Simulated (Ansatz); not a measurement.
# Screened interactions in NaMoO3 (cubic perovskite) (Pm-3m), part 2 of 2

Wanted: the parameters of a Hubbard-Kanamori model for NaMoO3 (cubic perovskite) (Pm-3m).

Ansatz 0.2.0; non-magnetic LDA, then constrained RPA, plane waves, PAW.

So far. Step 3 (Constrained RPA: Mo t2g, bands v1 to c2, 4×4×4 mesh …): On the Mo t2g shell, screening brings the on-site interaction from 11.7 eV down to U = 2.82 eV.

The structure was built from a prototype and need not be the compound's stable phase.

## (4) Constrained RPA: Mo t2g + anion p, bands v10 to c2, 4×4×4 mesh, medium accuracy

Level of this step: constrained RPA on LDA, plane waves, PAW (Ansatz).

input.yaml

```yaml
crystal:
  lattice:
    - [0.0, -3.83009225, 0.0]
    - [0.0, 0.0, 3.83009225]
    - [-3.83009225, 0.0, 0.0]
  atoms:
    - { symbol: Na, position: [0.0, 0.0, 0.0] }
    - { symbol: Mo, position: [0.5, 0.5, 0.5] }
    - { symbol: O, position: [0.5, 0.5, 0.0] }
    - { symbol: O, position: [0.5, 0.0, 0.5] }
    - { symbol: O, position: [0.0, 0.5, 0.5] }
kpoints:
  mp_grid: { grid: [6, 6, 6] }
hamiltonian:
  xc: lda
scf:
  occupations: { method: gaussian, width: 0.08 }
  n_extra_bands: 19
  max_iter: 150
  lower_state_search: "off"
output:
  crpa:
    kmesh: [4, 4, 4]
    target_bands: [v10, c2]
    projections:
      - { species: Mo, l: d, shell: 4, orbitals: [dxz, dyz, dxy] }
      - { species: O, l: p, shell: 2 }
  local_orbitals:
    kmesh: [8, 8, 8]
    orbitals:
      - { species: Mo, l: d, shell: 4, orbitals: [dxz, dyz, dxy] }
      - { species: O, l: p, shell: 2 }
    window: { bands: [v10, c2] }
    seedname: lo
```

On the command line:

```sh
> ansatz run input.yaml --threads 4 --pin off --max-ram 9216MiB --backend cpu --events-out ev --progress --plain --runs-dir out
```

Numbers of over 12 decimals in the logs are rounded to 6 here.

Log:

```text
[...]
Crystal: 5 atoms, lattice volume = 56.186 Å³
Basis set: ecut = 420 eV, 1045 PW (Γ)
Bands: 40, of which v1, the nominal top of the filled ones, is band 21 counted from 1 (20 counted from 0)
Symmetry: 48 space group operations
[...]
k-points: 20 of 216
[...]
SCF iter   1: F=—  HF=-7978.269309 eV  |F-HF|=—  |Δ(HF+E_count)|=         —  Δρ=1.73e-2  dr2=1.44e-1  ethr=1.77e-3  ⟨swp⟩=5.5  Hψ=3587  notcnv=0  defer=121
[...]
SCF iter   6: F=-7978.230536 eV  HF=-7978.230536 eV  |F-HF|=1.35e-8  |Δ(HF+E_count)|=   2.40e-6  Δρ=1.24e-5  dr2=3.80e-8  ethr=2.44e-10  ⟨swp⟩=7.7  Hψ=4087  notcnv=0
SCF 1 converged in 6 iterations: F = -7978.230536 eV  dr2 = 3.80e-8
[...]
cRPA screening: q 1/64
cRPA screening: q 2/64
cRPA screening: q 8/64 (q-point 3)
cRPA screening: q 11/64 (q-point 6)
cRPA screening: q 17/64 (q-point 7)
cRPA screening: q 29/64 (q-point 8)
cRPA screening: q 35/64 (q-point 11)
cRPA screening: q 38/64 (q-point 22)
cRPA screening: q 40/64 (q-point 23)
cRPA screening: q 46/64 (q-point 24)
cRPA screening: q 52/64 (q-point 27)
cRPA screening: q 58/64 (q-point 28)
cRPA screening: q 64/64 (q-point 43)
SCF converged after 6 iterations
Free energy (F): -7978.230536 eV
[...]
Internal energy: -7978.223258 eV  (E = F + TS)
E sigma→0 (E₀):  -7978.226897 eV
Entropy (-TS):   -0.007278 eV (-1.456 meV/atom)
Fermi energy:    10.219788 eV
[...]
--- Band table (eV; the first three rows and the last of 20) ---
  k-point 0: bands = [... 17 lower, 7.1862, 7.1862, 7.1862, 8.7391, 8.7391, 8.7391, 13.0108, 13.0108, ... 15 higher]
  k-point 1: bands = [... 17 lower, 6.6928, 7.0988, 7.0988, 8.7567, 9.7511, 9.7511, 13.0132, 13.6703, ... 15 higher]
  k-point 2: bands = [... 17 lower, 6.4793, 7.0889, 7.0889, 8.7923, 11.1933, 11.1933, 13.0180, 14.8419, ... 15 higher]
  k-point 19: bands = [... 17 lower, 8.0468, 8.0468, 8.0468, 12.9351, 12.9351, 12.9351, 15.6318, 19.2236, ... 15 higher]
[...]
χ-basis size per q: N_G = 196..216
[...]
Each shell's averages of U are screened by what lies outside the whole window alone: parameters of one model of all the shells.
    Site 1, 4D, 3 of 5 d orbitals (Wannier functions 1, 2, 3; wannier90's mr 2, 3, 5):
      screened: U = 6.1718 eV, U' = 5.1889 eV, J = 0.4948 eV
      screened, to within: U = 7.9e-3 eV, U' = 7.9e-3 eV, J = 7.8e-4 eV
      bare: V = 15.2528 eV, V' = 13.9728 eV, J = 0.6492 eV
    Site 2, 2P, 3 of 3 p orbitals (Wannier functions 4, 5, 6; wannier90's mr 1, 2, 3):
      screened: U = 7.2577 eV, U' = 5.7894 eV, J = 0.6688 eV
      screened, to within: U = 1.2e-2 eV, U' = 1.2e-2 eV, J = 9.8e-4 eV
      bare: V = 18.7325 eV, V' = 16.8225 eV, J = 0.8621 eV
    Site 3, 2P, 3 of 3 p orbitals (Wannier functions 7, 8, 9; wannier90's mr 1, 2, 3):
      screened: U = 7.2577 eV, U' = 5.7894 eV, J = 0.6688 eV
      screened, to within: U = 1.2e-2 eV, U' = 1.2e-2 eV, J = 9.8e-4 eV
      bare: V = 18.7325 eV, V' = 16.8225 eV, J = 0.8621 eV
    Site 4, 2P, 3 of 3 p orbitals (Wannier functions 10, 11, 12; wannier90's mr 1, 2, 3):
      screened: U = 7.2577 eV, U' = 5.7894 eV, J = 0.6688 eV
      screened, to within: U = 1.2e-2 eV, U' = 1.2e-2 eV, J = 9.8e-4 eV
      bare: V = 18.7325 eV, V' = 16.8225 eV, J = 0.8621 eV
[...]
```

Run time: 95 s. Hardware: 4 threads of Arm Neoverse V2, shared host; peak memory 0.6 GiB.

This step gave:

| Property | Result |
| --- | --- |
| U | 6.172 eV |
| U prime (inter-orbital) | 5.189 eV |
| J | 0.4948 eV |
| bare V | 15.25 eV |
| bare J | 0.6492 eV |
| stated bound on U | 0.007882 eV |
| U over bare V | 0.4046 |
| electrons in the window | 19 |
| head of the constrained inverse dielectric matrix | 0.2994 |
| least eigenvalue of the projection's overlap | 0.5504 |
| target functions | 12 |
| bands in the sums | 46 |
| r.m.s. miss of the model bands | 5.50e-4 eV |
| width of the target bands | 11.23 eV |
| weight of the projected orbitals in the window | 0.9616 |

On the Mo t2g shell, screening brings the on-site interaction from 15.3 eV down to U = 6.17 eV.

Kanamori averages over each shell's functions. Crpa shells, by row:

```
site  element  shell  orbitals  U (eV)  U' (eV)  J (eV)  bare V (eV)  bare V' (eV)  bare J (eV)  bound on U (eV)
   2       Mo     4D         3   6.172    5.189  0.4948        15.25         13.97       0.6492         0.007882
   3        O     2P         3   7.258    5.789  0.6688        18.73         16.82       0.8621          0.01164
   4        O     2P         3   7.258    5.789  0.6688        18.73         16.82       0.8621          0.01164
   5        O     2P         3   7.258    5.789  0.6688        18.73         16.82       0.8621          0.01164
```

Projected local orbitals of the target window. The electronic bands at the labelled points (eV, zero at the Fermi level; # counts the bands kept):

```
    point     #6     #7     #8     #9    #10    #11    #12
        Γ  -3.41  -3.03  -3.03  -3.03  -1.48  -1.48  -1.48
  halfway  -4.32  -3.64  -3.13  -3.13  -1.45   0.29   0.29
        X  -4.64  -3.84  -3.13  -3.13  -1.41   1.63   1.63
  halfway  -4.40  -3.98  -3.79  -2.82   0.32   1.64   1.98
        M  -4.29  -4.29  -3.94  -2.20   1.65   1.65   2.67
  halfway  -4.06  -4.03  -3.70  -2.98   0.22   0.39   0.97
        Γ  -3.41  -3.03  -3.03  -3.03  -1.48  -1.48  -1.48
  halfway  -5.50  -3.16  -3.16  -2.83   0.79   1.10   1.10
        R  -7.33  -2.17  -2.17  -2.17   2.72   2.72   2.72
  halfway  -5.69  -3.05  -3.05  -2.68   1.02   1.92   2.09
        X  -4.64  -3.84  -3.13  -3.13  -1.41   1.63   1.63
jump to R  -7.33  -2.17  -2.17  -2.17   2.72   2.72   2.72
  halfway  -6.08  -2.85  -2.85  -2.18   2.03   2.03   2.69
        M  -4.29  -4.29  -3.94  -2.20   1.65   1.65   2.67
```

The same for Kohn-Sham, solved directly:

```
point     #6     #7     #8     #9    #10    #11    #12
    Γ  -3.41  -3.03  -3.03  -3.03  -1.48  -1.48  -1.48
    X  -4.64  -3.84  -3.13  -3.13  -1.41   1.63   1.63
    M  -4.29  -4.29  -3.94  -2.20   1.65   1.65   2.67
    Γ  -3.41  -3.03  -3.03  -3.03  -1.48  -1.48  -1.48
    R  -7.33  -2.17  -2.17  -2.17   2.72   2.72   2.72
    X  -4.64  -3.84  -3.13  -3.13  -1.41   1.63   1.63
    R  -7.33  -2.17  -2.17  -2.17   2.72   2.72   2.72
    M  -4.29  -4.29  -3.94  -2.20   1.65   1.65   2.67
```

Onsite levels, by row:

```
orbital  level less Fermi level (eV)
Mo2 dxz                       -1.289
Mo2 dyz                       -1.289
Mo2 dxy                       -1.289
  O3 pz                       -3.504
  O3 px                       -6.162
  O3 py                       -3.504
  O4 pz                       -6.162
  O4 px                       -3.504
  O4 py                       -3.504
  O5 pz                       -3.504
  O5 px                       -3.504
  O5 py                       -6.162
```

Largest distinct elements between sites. Hoppings, by row:

```
   from       to     cell  distance (Å)   t (eV)
Mo2 dxy    O3 py    0 0 0         1.915   -1.728
  O3 px    O3 px   0 0 -1          3.83    1.048
  O3 py    O3 py   0 0 -1          3.83  -0.3139
  O3 pz    O4 px   0 1 -1         2.708    0.202
  O4 py    O5 py   0 -1 0         2.708   0.1785
  O4 px    O5 px    0 0 0         2.708  -0.1354
  O5 py    O4 pz   -1 1 0         2.708  -0.1225
  O3 pz    O3 pz   0 -1 0          3.83   0.0814
  O5 py    O5 py    2 0 0          7.66   0.0598
  O5 pz  Mo2 dyz   -2 0 0         5.745  -0.0345
Mo2 dyz  Mo2 dyz  -1 -1 0         5.417  -0.0254
  O3 py    O3 py    1 0 1         5.417   0.0224
```

## (5) The windows together

Times are wall times on 4 threads of Arm Neoverse V2, shared host, good to a factor of about two.

```
          target   bands  functions  width (eV)  bare V (eV)  U (eV)  U′ (eV)  J (eV)   U/V  time
          Mo t2g   v1–c2          3        4.20        11.75    2.82     2.20    0.28  0.24  21 s
Mo t2g + anion p  v10–c2         12       11.23        15.25    6.17     5.19    0.49  0.40  95 s
```

## (6) Outcome

| Quantity | Value |
| --- | --- |
| Mo t2g | U 2.82 eV, U′ 2.20 eV, J 0.28 eV, bare V 11.7 eV |
| Mo t2g + anion p | U 6.17 eV, U′ 5.19 eV, J 0.49 eV, bare V 15.3 eV |
| method | constrained RPA on non-magnetic LDA, 4×4×4 mesh, static; search for lower states off |

For Mo t2g, screening cuts the on-site interaction from 11.75 eV to 2.82 eV (24 %), while J goes only from 0.39 eV to 0.28 eV: the monopole is screened far more than the multipoles. U − 2J differs from U′ by +0.05 eV, so the Kanamori relation holds well. U is 0.67 times the width of the target bands. With the window Mo t2g + anion p U becomes 6.17 eV and the bare V 15.25 eV, so U/V goes from 0.24 to 0.40. The parent state is non-magnetic and the interaction static (zero frequency); U depends on the window and the orbitals, so it belongs to this model alone. The bands cross the Fermi level under this constraint, which need not be the crystal's state: magnetic order, correlation or a lattice distortion may open a gap. A window that holds the anion p bands defines a model with explicit ligands; its U belongs to that model and is not the U of DFT+U.

[Paths, hosts, dates, memory and timing lines, banners, echoed tables and standing remarks are left out of the program output.]

[Logs are printed without paths, hosts, clocks, repeated set-up lines and the standing remarks that a program may print on its own settings, such as how far it seeks lower states.]

[Runs of the session that timed out or met a known fault of the program may be left out.]

[Hosts, paths, dates, database ids (printed as entryN), source tags and the programs' standing remarks are cut or masked in the printed files.]
